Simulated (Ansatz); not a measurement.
## Free carriers and the phonons of AlN (P6_3mc)

Aim: how far do free carriers move the optical modes of AlN (P6_3mc)?

Main program and level: Ansatz 0.2.0; DFT LDA, scalar-relativistic, plane waves, PAW; PAW set soft_1.

The database entry behind the starting cell differs from later determinations by our own check (inner coordinate u about 0.002 short), so it need not match the best structure at ambient conditions.

### 1. The starting structure

Symmetry: P6_3mc, No. 186, hexagonal system. The conventional cell has a = 3.113 Å, b = 3.113 Å, c = 4.981 Å, α = 90.00°, β = 90.00°, γ = 120.00°. Nearest to N lie 4 Al at 1.89 Å. Nearest to Al lie 4 N at 1.89 Å. Farther neighbours and most contacts between anions are not listed.

Coordinates:

```cif
data_structure
_symmetry_space_group_name_H-M 'P6_3mc'
_symmetry_Int_Tables_number 186
_cell_length_a 3.1130
_cell_length_b 3.1130
_cell_length_c 4.9810
_cell_angle_alpha 90.000
_cell_angle_beta 90.000
_cell_angle_gamma 120.000
_cell_volume 41.80
loop_
_atom_site_label
_atom_site_type_symbol
_atom_site_symmetry_multiplicity
_atom_site_Wyckoff_symbol
_atom_site_fract_x
_atom_site_fract_y
_atom_site_fract_z
_atom_site_occupancy
N1 N 2 b 0.33333 0.66667 0.38000 1
Al1 Al 2 b 0.33333 0.66667 0.00000 1
```

### 2. Relaxation

The cell and atoms are relaxed, since residual forces and stress would shift the frequencies.

The input, input.yaml:

```yaml
crystal:
  lattice:
    - [3.113, 0.0, 0.0]
    - [-1.5565, 2.695937082, 0.0]
    - [0.0, 0.0, 4.981]
  atoms:
    - { symbol: "N", position: [0.33333333, 0.66666667, 0.38] }
    - { symbol: "N", position: [0.66666667, 0.33333333, 0.88] }
    - { symbol: Al, position: [0.33333333, 0.66666667, 0.0] }
    - { symbol: Al, position: [0.66666667, 0.33333333, 0.5] }
kpoints:
  mp_grid: { grid: [9, 9, 6] }
hamiltonian:
  xc: lda
  pseudopotentials: { kind: paw, azcp: { folder: soft_1 }, xc_functional: pbe }
scf:
  occupations: { method: gaussian, width: 0.02 }
output:
  forces: true
  stress: true
  eigenvalues: true
  write_density: true
  write_potential: true
  elf: true
  volumetric_format: npy
relax:
  adjacent_minimum: "off"
  f_tol: 0.005
  max_steps: 80
  cell: { stress_tol: 0.05 }
```

Started as:

```sh
ansatz run input.yaml --threads 4 --pin off --max-ram 16384MiB --backend cpu --events-out ev --progress --plain --runs-dir out
```

Numbers of over 12 decimals in the logs are rounded to 6 here.

Output:

```text
Engine: ansatz 0.2.0, aarch64-unknown-linux-gnu
Pseudopotentials: kind: paw
Pseudopotential: N, paw, valence charge 5, recommended cutoff 420 eV (normal), soft_1/N.paw.azcp
Pseudopotential: Al, paw, valence charge 3, recommended cutoff 420 eV (normal), soft_1/Al.paw.azcp
Functional definition: SPW92
  exchange = slater_x
  correlation = pw_c
Crystal: 4 atoms, lattice volume = 41.803 Å³
Basis set: ecut = 420 eV, 809 PW (Γ)
Bands: 12, of which v1, the nominal top of the filled ones, is band 8 counted from 1 (7 counted from 0)
Symmetry: 12 space group operations
Space group: P63mc (ITA 186), of the structure as read, at distance tolerance 3.5e-5 Å
k-points: 48 of 486 (time reversal used)
Non-local potential: N, projectors of the file, l = 0: 2, l = 1: 2, l = 2: 1
Non-local potential: Al, projectors of the file, l = 0: 2, l = 1: 2, l = 2: 1
PAW form: soft (Blöchl's): semilocal exchange-correlation on the pseudo side does not see the compensation charge
PAW frozen core: N, regenerated for the run's functional, and the local potential with it (the file was generated under x = pbe(κ = 0.804, μ = 0.219515), c = pbe(β = 0.066725))
PAW frozen core: Al, regenerated for the run's functional, and the local potential with it (the file was generated under x = pbe(κ = 0.804, μ = 0.219515), c = pbe(β = 0.066725))
PAW one-centre angular grid: N, 110 points (default); XC on 64 Gauss nodes
PAW one-centre angular grid: Al, 110 points (default); XC on 64 Gauss nodes
Initial density: superposition of atomic densities (chi_scale 0.1, normalization cell, long waves kept (reshape's long-wave potential 0.00 eV rms))
Initial wavefunctions: pseudopotential atomic-orbital guess
Functional: x = slater, c = lda
SCF iter   1: F=—  HF=-1782.649357 eV  |F-HF|=—  |Δ(HF+E_count)|=         —  Δρ=1.33e-1  dr2=9.09e0  ethr=3.10e-3  ⟨swp⟩=5.8  Hψ=3644  notcnv=0
preconditioner: auto → none  [insulator: Δε(μ)=5.617 eV  Ē_g=14.157 eV  σ=0.020 eV  W_gap=1.00  n_scr=2 (ndim 8)  ℏωp=23.0 eV  f_vac=0.000  D(μ)=0.00/eV (n_scr^D=0)  ε∞_Penn≈3.6]
SCF iter   2: F=—  HF=-1779.833709 eV  |F-HF|=—  |Δ(HF+E_count)|=    2.82e0  Δρ=3.44e-2  dr2=3.38e-1  ethr=3.10e-3  ⟨swp⟩=2.9  Hψ=1689  notcnv=0
SCF iter   3: F=—  HF=-1779.712677 eV  |F-HF|=—  |Δ(HF+E_count)|=   1.21e-1  Δρ=1.28e-2  dr2=4.01e-2  ethr=2.11e-3  ⟨swp⟩=1.0  Hψ=664  notcnv=0
SCF iter   4: F=—  HF=-1779.697166 eV  |F-HF|=—  |Δ(HF+E_count)|=   1.55e-2  Δρ=4.61e-4  dr2=6.44e-5  ethr=2.50e-4  ⟨swp⟩=2.0  Hψ=766  notcnv=0
SCF iter   5: F=—  HF=-1779.697165 eV  |F-HF|=—  |Δ(HF+E_count)|=   1.42e-6  Δρ=4.39e-5  dr2=5.29e-7  ethr=4.02e-7  ⟨swp⟩=2.0  Hψ=914  notcnv=0
SCF iter   6: F=-1779.697165 eV  HF=-1779.697165 eV  |F-HF|=5.40e-10  |Δ(HF+E_count)|=   7.83e-8  Δρ=6.53e-6  dr2=5.24e-9  ethr=6.25e-10  ⟨swp⟩=8.4  Hψ=4230  notcnv=0
SCF 1 converged in 6 iterations: F = -1779.697165 eV  dr2 = 5.24e-9
  greatest PAW one-centre occupation: 0.781 electrons in one spin orbital (limit 2), on the N atom at site 1 (counted from 0), in its partial waves of l = 0
relax step   1: F+E_penalty+E_count = -1779.69716464 eV  Δ(F+E_penalty+E_count) = +0.000e0 eV  max|allowed force component| = 1.169e-1 eV/Å  Δτ_max = 0.0000 Å  P = -4.674 GPa  Ω = 41.803 Å³  (6 SCF iters, dr2 threshold 1.00e-7 eV, accepted)
Crystal: 4 atoms, lattice volume = 41.320 Å³
Basis set: ecut = 420 eV, 785 PW (Γ)
Initial density: handed on by an earlier stage of this run
Initial wavefunctions: those handed on with the density
iter 1 solved again at ethr=2.20e-5 eV; its pass at ethr=3.10e-3 eV (dr2=3.52e-3 eV) is discarded
SCF iter   1: F=—  HF=-1779.710611 eV  |F-HF|=—  |Δ(HF+E_count)|=         —  Δρ=2.76e-3  dr2=3.57e-3  ethr=2.20e-5  ⟨swp⟩=1.0  Hψ=3606  notcnv=0
preconditioner: auto → none  [insulator: Δε(μ)=4.356 eV  Ē_g=13.072 eV  σ=0.020 eV  W_gap=1.00  n_scr=2 (ndim 8)  ℏωp=23.1 eV  f_vac=0.000  D(μ)=0.00/eV (n_scr^D=0)  ε∞_Penn≈4.1]
SCF iter   2: F=—  HF=-1779.709508 eV  |F-HF|=—  |Δ(HF+E_count)|=   1.10e-3  Δρ=4.46e-4  dr2=8.15e-5  ethr=2.20e-5  ⟨swp⟩=2.1  Hψ=1034  notcnv=0
SCF iter   3: F=—  HF=-1779.709470 eV  |F-HF|=—  |Δ(HF+E_count)|=   3.80e-5  Δρ=1.65e-4  dr2=7.77e-6  ethr=5.10e-7  ⟨swp⟩=1.9  Hψ=849  notcnv=0
iter 4 did not close the SCF: its close was put off for the readings that it lacked (scf_convergence_deferred on its scf_iter line)
SCF iter   4: F=-1779.709466 eV  HF=-1779.709466 eV  |F-HF|=7.08e-9  |Δ(HF+E_count)|=   4.54e-6  Δρ=9.26e-6  dr2=2.04e-8  ethr=4.86e-8  ⟨swp⟩=2.0  Hψ=865  notcnv=0
iter 5 did not close the SCF: its close was put off for the readings that it lacked (scf_convergence_deferred on its scf_iter line)
SCF iter   5: F=-1779.709466 eV  HF=-1779.709466 eV  |F-HF|=1.07e-10  |Δ(HF+E_count)|=   2.32e-9  Δρ=1.34e-6  dr2=4.14e-10  ethr=1.27e-10  ⟨swp⟩=2.6  Hψ=978  notcnv=0
SCF iter   6: F=-1779.709466 eV  HF=-1779.709466 eV  |F-HF|=1.36e-12  |Δ(HF+E_count)|=  3.93e-11  Δρ=1.41e-7  dr2=4.04e-12  ethr=2.59e-12  ⟨swp⟩=3.4  Hψ=2589  notcnv=0
the search or the solves at the SCF's close seem to have found levels that the self-consistency loop had missed (the run counts 1). By its estimate they hold under 1e-12 electrons; where the run keeps them, the occupations were computed again with them
SCF 2 converged in 6 iterations: F = -1779.709466 eV  dr2 = 4.04e-12
  greatest PAW one-centre occupation: 0.782 electrons in one spin orbital (limit 2), on the N atom at site 1 (counted from 0), in its partial waves of l = 0
relax step   2: F+E_penalty+E_count = -1779.70946563 eV  Δ(F+E_penalty+E_count) = -1.230e-2 eV  max|allowed force component| = 9.115e-2 eV/Å  Δτ_max = 0.0011 Å  P = -2.340 GPa  Ω = 41.320 Å³  energy of the carried Pulay correction = +1.123e-3 eV  (6 SCF iters, dr2 threshold 4.00e-7 eV, accepted)
Crystal: 4 atoms, lattice volume = 40.834 Å³
iter 1 solved again at ethr=2.35e-5 eV; its pass at ethr=3.10e-3 eV (dr2=3.76e-3 eV) is discarded
SCF iter   1: F=—  HF=-1779.715848 eV  |F-HF|=—  |Δ(HF+E_count)|=         —  Δρ=2.89e-3  dr2=3.82e-3  ethr=2.35e-5  ⟨swp⟩=1.0  Hψ=3632  notcnv=0
preconditioner: auto → none  [insulator: Δε(μ)=4.449 eV  Ē_g=13.165 eV  σ=0.020 eV  W_gap=1.00  n_scr=2 (ndim 8)  ℏωp=23.2 eV  f_vac=0.000  D(μ)=0.00/eV (n_scr^D=0)  ε∞_Penn≈4.1]
SCF iter   2: F=—  HF=-1779.714652 eV  |F-HF|=—  |Δ(HF+E_count)|=   1.20e-3  Δρ=4.87e-4  dr2=9.24e-5  ethr=2.35e-5  ⟨swp⟩=2.1  Hψ=1033  notcnv=0
SCF iter   3: F=—  HF=-1779.714611 eV  |F-HF|=—  |Δ(HF+E_count)|=   4.13e-5  Δρ=1.75e-4  dr2=8.30e-6  ethr=5.77e-7  ⟨swp⟩=2.0  Hψ=878  notcnv=0
iter 4 did not close the SCF: its close was put off for the readings that it lacked (scf_convergence_deferred on its scf_iter line)
SCF iter   4: F=-1779.714606 eV  HF=-1779.714606 eV  |F-HF|=1.21e-8  |Δ(HF+E_count)|=   4.79e-6  Δρ=1.16e-5  dr2=3.00e-8  ethr=5.19e-8  ⟨swp⟩=2.0  Hψ=865  notcnv=0
iter 5 did not close the SCF: its close was put off for the readings that it lacked (scf_convergence_deferred on its scf_iter line)
SCF iter   5: F=-1779.714606 eV  HF=-1779.714606 eV  |F-HF|=1.12e-10  |Δ(HF+E_count)|=   5.17e-9  Δρ=2.09e-6  dr2=9.15e-10  ethr=1.87e-10  ⟨swp⟩=2.4  Hψ=970  notcnv=0
SCF iter   6: F=-1779.714606 eV  HF=-1779.714606 eV  |F-HF|=1.14e-12  |Δ(HF+E_count)|=  2.18e-11  Δρ=1.36e-7  dr2=4.31e-12  ethr=5.72e-12  ⟨swp⟩=3.8  Hψ=2592  notcnv=0
SCF 3 converged in 6 iterations: F = -1779.714606 eV  dr2 = 4.31e-12
  greatest PAW one-centre occupation: 0.783 electrons in one spin orbital (limit 2), on the N atom at site 1 (counted from 0), in its partial waves of l = 0
relax step   3: F+E_penalty+E_count = -1779.71460583 eV  Δ(F+E_penalty+E_count) = -5.140e-3 eV  max|allowed force component| = 3.032e-2 eV/Å  Δτ_max = 0.0023 Å  P = +0.136 GPa  Ω = 40.834 Å³  energy of the carried Pulay correction = +2.266e-3 eV  (6 SCF iters, dr2 threshold 4.00e-7 eV, accepted)
[...]
relax step   4: F+E_penalty+E_count = -1779.71464585 eV  Δ(F+E_penalty+E_count) = -4.002e-5 eV  max|allowed force component| = 1.780e-3 eV/Å  Δτ_max = 0.0018 Å  P = +0.018 GPa  Ω = 40.851 Å³  energy of the carried Pulay correction = +2.226e-3 eV  (6 SCF iters, accepted)
[...]
relax step   5: F+E_penalty+E_count = -1779.71464732 eV  Δ(F+E_penalty+E_count) = -1.468e-6 eV  max|allowed force component| = 4.266e-4 eV/Å  Δτ_max = 0.0003 Å  P = -0.002 GPa  Ω = 40.856 Å³  energy of the carried Pulay correction = +2.212e-3 eV  (6 SCF iters, accepted)
[...]
relax step   6: F+E_penalty+E_count = -1779.71273323 eV  Δ(F+E_penalty+E_count) = +1.914e-3 eV  max|allowed force component| = 3.768e-4 eV/Å  Δτ_max = 0.0000 Å  P = -0.096 GPa  Ω = 40.856 Å³  stress off target by 1.04e-1 GPa  SCF on the basis re-selected at this cell (its energy is not comparable with the rows above)  (6 SCF iters)
[...]
relax step   7: F+E_penalty+E_count = -1779.71278119 eV  Δ(F+E_penalty+E_count) = -4.797e-5 eV  max|allowed force component| = 5.425e-6 eV/Å  Δτ_max = 0.0000 Å  P = -0.001 GPa  Ω = 40.838 Å³  energy of the carried Pulay correction = +4.239e-5 eV  (6 SCF iters, accepted)
iter 1 solved again at ethr=1.01e-8 eV; its pass at ethr=3.10e-3 eV (dr2=1.62e-6 eV) is discarded
SCF iter   1: F=—  HF=-1779.712745 eV  |F-HF|=—  |Δ(HF+E_count)|=         —  Δρ=3.43e-6  dr2=5.57e-10  ethr=1.01e-8  ⟨swp⟩=3.0  Hψ=5557  notcnv=0
preconditioner: auto → none  [insulator: Δε(μ)=4.416 eV  Ē_g=13.144 eV  σ=0.020 eV  W_gap=1.00  n_scr=2 (ndim 8)  ℏωp=23.2 eV  f_vac=0.000  D(μ)=0.00/eV (n_scr^D=0)  ε∞_Penn≈4.1]
SCF iter   2: F=—  HF=-1779.712745 eV  |F-HF|=—  |Δ(HF+E_count)|=  9.60e-11  Δρ=1.67e-6  dr2=1.22e-10  ethr=3.48e-12  ⟨swp⟩=2.4  Hψ=951  notcnv=0
iter 3 did not close the SCF: its close was put off for the readings that it lacked (scf_convergence_deferred on its scf_iter line)
SCF iter   3: F=-1779.712745 eV  HF=-1779.712745 eV  |F-HF|=3.64e-12  |Δ(HF+E_count)|=  1.77e-10  Δρ=2.53e-7  dr2=8.42e-12  ethr=1.00e-12  ⟨swp⟩=1.4  Hψ=661  notcnv=0
iter 4 did not close the SCF: its close was put off for the readings that it lacked (scf_convergence_deferred on its scf_iter line)
SCF iter   4: F=-1779.712745 eV  HF=-1779.712745 eV  |F-HF|=4.55e-13  |Δ(HF+E_count)|=  1.36e-12  Δρ=2.64e-8  dr2=1.31e-13  ethr=1.00e-12  ⟨swp⟩=1.0  Hψ=576  notcnv=0
iter 5 did not close the SCF: its close was put off for the readings that it lacked (scf_convergence_deferred on its scf_iter line)
SCF iter   5: F=-1779.712745 eV  HF=-1779.712745 eV  |F-HF|=4.55e-13  |Δ(HF+E_count)|=  4.55e-13  Δρ=5.28e-9  dr2=1.13e-14  ethr=1.00e-12  ⟨swp⟩=1.0  Hψ=576  notcnv=0
iter 6 did not close the SCF: its close was put off for the readings that it lacked (scf_convergence_deferred on its scf_iter line)
SCF iter   6: F=-1779.712745 eV  HF=-1779.712745 eV  |F-HF|=2.27e-13  |Δ(HF+E_count)|=  2.27e-13  Δρ=2.01e-9  dr2=1.63e-15  ethr=1.00e-12  ⟨swp⟩=1.0  Hψ=576  notcnv=0
SCF iter   7: F=-1779.712745 eV  HF=-1779.712745 eV  |F-HF|=6.82e-13  |Δ(HF+E_count)|=  4.55e-13  Δρ=1.57e-10  dr2=8.26e-18  ethr=1.00e-12  ⟨swp⟩=2.0  Hψ=1602  notcnv=0
SCF 8 converged in 7 iterations: F = -1779.712745 eV  dr2 = 8.26e-18
relax step   8: F+E_penalty+E_count = -1779.71274497 eV  Δ(F+E_penalty+E_count) = +3.622e-5 eV  max|allowed force component| = 2.557e-5 eV/Å  Δτ_max = 0.0000 Å  P = -0.002 GPa  Ω = 40.838 Å³  stress off target by 3.34e-3 GPa  SCF on the basis re-selected at this cell (its energy is not comparable with the rows above)  (7 SCF iters)
basis re-selected at this cell: Δ(F+E_penalty+E_count) = +3.622e-5 eV, ΔP = -0.001 GPa vs the last step (what re-selecting the basis moved, of the pressure what is left beyond the Pulay correction that the steps carried, after the strain that the cell walked since its last selection, with what the two solves' SCF thresholds leave and, on support functions, any second-order correction that the steps lacked; it is no m [...]
SCF converged after 7 iterations
Free energy (F): -1779.712745 eV
Harris-Foulkes:  -1779.712745 eV  (|F-HF|=6.82e-13)
Internal energy: -1779.712745 eV  (E = F + TS)
E sigma→0 (E₀):  -1779.712745 eV
Fermi energy:    9.303162 eV
--- Per-component energies (eV) ---
  E_band       = 29.386844
  E_kinetic    = 313.985346
  E_local      = -417.738019  (includes V_loc(G=0)·N_el)
  E_nonlocal   = 93.398245
  E_hartree    = 152.386880
  E_xc         = -196.400463
  E_vxc        = -213.861940  (∫ρ·V_xc dr)
  E_paw        = -1129.325579  (= ΣΔE_a)
  E_vpaw       = -51.172189  (= ΣTr[D̂ρ^β])
  E_aug_tail   = 0.001642  (compensation charges beyond the density's cutoff)
  E_ewald      = -596.292317
  E_core_change = 0.271521  (= ΣΔE_core)
  E_smearing   = -0.000000  (= −TS)
  E_closure    = -0.000000  (closes the sum)
  Σ components = -1779.712745   (vs F -1779.712745, Δ=0.00e0)
--- Forces (eV/Å), atoms counted from 1 ---
  atom   1  N      0.00000000     0.00000000    -0.00002140
  atom   2  N      0.00000000    -0.00000000    -0.00002140
  atom   3  Al    -0.00000000    -0.00000000     0.00002973
  atom   4  Al     0.00000000     0.00000000     0.00002973
  max |Σ_I F_I| component: 1.67e-5 eV/Å
--- Stress (GPa, compression-positive) ---
       -0.001965       0.000000       0.000000
        0.000000      -0.001965      -0.000000
        0.000000      -0.000000      -0.003343
  P = ⅓ Tr σ = -0.0024 GPa (-0.024 kbar)
--- Band table (eV; the first three rows and the last of 48) ---
  k-point 0: bands = [... 4 lower, 6.2090, 6.8672, 6.8672, 7.0953, 11.5111, 13.8318, 17.7538, 18.2026]
  k-point 1: bands = [... 4 lower, 6.2507, 6.4977, 6.8205, 6.8205, 11.9883, 13.9061, 17.5741, 18.1707]
  k-point 2: bands = [... 4 lower, 6.3658, 6.3658, 6.6950, 6.6950, 12.9180, 13.9913, 17.2792, 18.2228]
  k-point 47: bands = [... 4 lower, 3.1126, 3.1126, 6.2892, 6.2892, 14.4551, 14.4551, 14.9279, 14.9279]
--- Relaxed structure (6 steps of the walk, 6 accepted, 2 SCFs on fresh bases) ---
  F+E_penalty+E_count = -1779.71274497 eV   max|allowed force component| = 2.557e-5 eV/Å   (the final SCF, on the basis selected at the relaxed cell)
  cell:  # Å, volume = 40.8382 Å³
    - [3.088622, 9.021498956263233e-19, 0]
    - [-1.544311, 2.674826, 0]
    - [0, 0, 4.943175]
  atoms:
    - { symbol: N, position: [0.333333, 0.666667, 0.380990] }
    - { symbol: N, position: [0.666667, 0.333333, 0.880990] }
    - { symbol: Al, position: [0.333333, 0.666667, -0.000990245] }
    - { symbol: Al, position: [0.666667, 0.333333, 0.499010] }
```

Elapsed: 6.5 s, on 4 threads of Arm Neoverse V1, shared host; peak memory 0.34 GiB; 23 s of CPU time.

Relaxation path:

| step | energy less that of the first step (eV) | largest force component (eV/Å) | pressure (GPa) | volume (Å³) |
| --- | --- | --- | --- | --- |
| 1 | 0.0000 | 0.1169 | -4.67 | 41.80 |
| 2 | -0.0123 | 0.0912 | -2.34 | 41.32 |
| 3 | -0.0174 | 0.0303 | 0.14 | 40.83 |
| 4 | -0.0175 | 0.0018 | 0.02 | 40.85 |
| 5 | -0.0175 | 0.0004 | 0.00 | 40.86 |
| 6* | -0.0156 | 0.0004 | -0.10 | 40.86 |
| 7 | -0.0156 | 0.0000 | 0.00 | 40.84 |
| 8* | -0.0156 | 0.0000 | 0.00 | 40.84 |

Relaxation steps marked * repeat the geometry before them on a plane-wave basis chosen anew for their cell, so energy and pressure can jump there.

Forces are held to the 12 operations that the run works with; a distortion that breaks them can't arise in this run.

| conventional cell, symmetrised | before | after | change |
| --- | --- | --- | --- |
| a (Å) | 3.113 | 3.089 | -0.8 % |
| b (Å) | 3.113 | 3.089 | -0.8 % |
| c (Å) | 4.981 | 4.943 | -0.8 % |
| volume (Å³/atom) | 10.45 | 10.21 | -2.3 % |

Final coordinates:

```cif
data_structure
_symmetry_space_group_name_H-M 'P 1'
_symmetry_Int_Tables_number 1
_cell_length_a 3.0886
_cell_length_b 3.0886
_cell_length_c 4.9432
_cell_angle_alpha 90.000
_cell_angle_beta 90.000
_cell_angle_gamma 120.000
_cell_volume 40.84
loop_
_atom_site_label
_atom_site_type_symbol
_atom_site_fract_x
_atom_site_fract_y
_atom_site_fract_z
_atom_site_occupancy
N1 N 0.33333 0.66667 0.38099 1
N2 N 0.66667 0.33333 0.88099 1
Al3 Al 0.33333 0.66667 0.99901 1
Al4 Al 0.66667 0.33333 0.49901 1
```

This step gave:

```yaml
pressure: -0.002424 GPa
gap_on_the_k_mesh: 4.416 eV
volume_per_atom: 10.21 Å³
```

Valence density in the ac plane at fractional y = 0.333, with atoms of N and Al within 0.2 Å of it. It is the smooth field of the valence electrons, not physical close to the nuclei.

Ten even steps from '_' (0.1 e/Å³) to '@' (3.5 e/Å³):
```
____________..::==**%%%%##==::..
..__________..--++%%@@@@@@**--::
..__________..--**@@@@@@@@##--::
____________..::++%%@@@@@@**--..
____________..::--**%%%%**==::..
______________..::--====--::..__
________________..::::::::....__
__________________..........____
________________________________
________________________________
________________________________
________________________________
____....________________________
............____________________
..............__________________
............____________________
____......______________________
________________________________
________________________________
________________________________
________________________________
________________________________
________________________________
________________......::......__
____________....::--====--::....
```
Columns run along a (3.1 Å), rows up along c (4.9 Å). Atoms in or near the plane, at fractional coordinates: N at (0.67, 0.88), Al at (0.67, 0.50).

Electrostatic potential energy in the ac plane at fractional y = 0.333, with atoms of N and Al within 0.2 Å of it. With pseudopotentials it is smooth inside the atoms' cores, unlike the true potential.

Ten even steps from '0' (-33 eV) to '9' (11 eV):
```
8777788852001478
8877788730000168
9888889620000158
9999999730000269
9999999852001489
9999999986445799
9999999998778899
9999999887667789
9999998765555678
8999998656776557
8999987568998656
8999986569999756
8999986579999756
8999987568999656
8999998656776567
9999998765555678
9999999887666789
9999999998888899
9999999999999999
9999999999999999
9999999999999999
9888889999999999
8877788999999999
8766778999889998
8766778886445788
```
Columns run along a (3.1 Å; values clipped at the 3rd and 97th percentile), rows up along c (4.9 Å). Atoms in or near the plane, at fractional coordinates: N at (0.67, 0.88), Al at (0.67, 0.50).

ELF in the ac plane at fractional y = 0.333, with atoms of N and Al within 0.2 Å of it. It is the smooth field of the valence electrons, not physical close to the nuclei.

Ten even steps from '_' (0.00) to '@' (0.87):
```
%%++::..==##@@@@@@%%##**%%@@@@@@
%%++::::==##@@@@@@**--::++%%@@@@
%%++::::==##@@@@%%++..__--##@@@@
##==::..--**%%@@%%**--::++%%@@%%
**--....::++##%%@@%%####%%@@@@%%
++::......==**%%@@@@@@@@@@@@%%##
--..____..::++##%%@@@@@@@@@@%%**
::..____....--++##@@@@@@@@%%**==
............::--==**######++--::
::::::::::::....................
====++++====--..______________::
**########**++::____....____..==
##%%%%%%%%%%##==..__..::____::**
%%%%%%%%%%%%##++::__________==##
%%%%%%%%%%%%##**--________..++##
##%%%%%%%%####++--..______::++##
############**++--........::==**
++****##****++--::....__..::--==
==++****++==--::....______....--
::--======--::....__________....
..::::--::::....................
..............::::----------::::
::........::--++******##****++==
++::....::==**##%%%%%%%%%%%%%%##
##==....--**%%@@@@@@%%%%@@@@@@%%
```
Columns run along a (3.1 Å), rows up along c (4.9 Å). Atoms in or near the plane, at fractional coordinates: N at (0.67, 0.88), Al at (0.67, 0.50).

In this step the volume went from 10.45 to 10.21 Å³/atom.

(Part 1 of 2 ends here.)

[Logs are printed without paths, hosts, clocks, repeated set-up lines and the standing remarks that a program may print on its own settings, such as how far it seeks lower states.]

[Hosts, paths, dates, database ids (printed as entryN), source tags and the programs' standing remarks are cut or masked in the printed files.]
